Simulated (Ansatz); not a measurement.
# Direct or indirect: NaTcO4 (I4_1/a)

```cif
data_structure
_symmetry_space_group_name_H-M 'P 1'
_symmetry_Int_Tables_number 1
_cell_length_a 6.9652
_cell_length_b 6.9652
_cell_length_c 6.9652
_cell_angle_alpha 135.324
_cell_angle_beta 135.324
_cell_angle_gamma 65.027
_cell_volume 164.64
loop_
_atom_site_label
_atom_site_type_symbol
_atom_site_fract_x
_atom_site_fract_y
_atom_site_fract_z
_atom_site_occupancy
Tc1 Tc 0.50000 0.50000 0.00000 1
Tc2 Tc 0.25000 0.75000 0.50000 1
Na1 Na 0.00000 0.00000 0.00000 1
Na2 Na 0.75000 0.25000 0.50000 1
O1 O 0.56803 0.96157 0.86484 1
O2 O 0.45319 0.81803 0.10646 1
O3 O 0.09673 0.70319 0.13516 1
O4 O 0.71157 0.34673 0.89354 1
O5 O 0.18197 0.28843 0.63516 1
O6 O 0.29681 0.43197 0.39354 1
O7 O 0.65327 0.54681 0.36484 1
O8 O 0.03843 0.90327 0.60646 1
```

Method: Ansatz, PBE, independent particles, without spin-orbit coupling, line width 0.1 eV (Gaussian). The band structure gives a fundamental gap of 2.89 eV. The spectrum of vertical transitions near the edge:

```csv
E (eV),"Im ε, E ∥ xy","Im ε, E ∥ z"
2.40,0.00,0.00
2.52,0.00,0.00
2.64,0.00,0.00
2.76,0.00,0.00
2.88,0.00,0.00
3.00,0.02,0.02
3.12,0.10,0.26
3.24,0.74,1.98
3.36,2.28,6.46
3.48,3.57,9.01
3.60,6.22,8.66
3.72,10.80,8.17
3.84,10.66,7.42
3.96,9.10,6.83
4.08,8.38,6.62
4.20,7.23,6.20
4.32,5.76,5.07
4.44,6.05,4.73
```

Question: Is the gap direct or indirect, and about where do vertical transitions set in?

Answer: Direct: the band path has its least direct gap at the fundamental one, 2.89 eV, and the curves rise from there. Lines are broadened by 0.1 eV, which spreads the edge.

[Logs are printed without paths, hosts, clocks, repeated set-up lines and the standing remarks that a program may print on its own settings, such as how far it seeks lower states.]
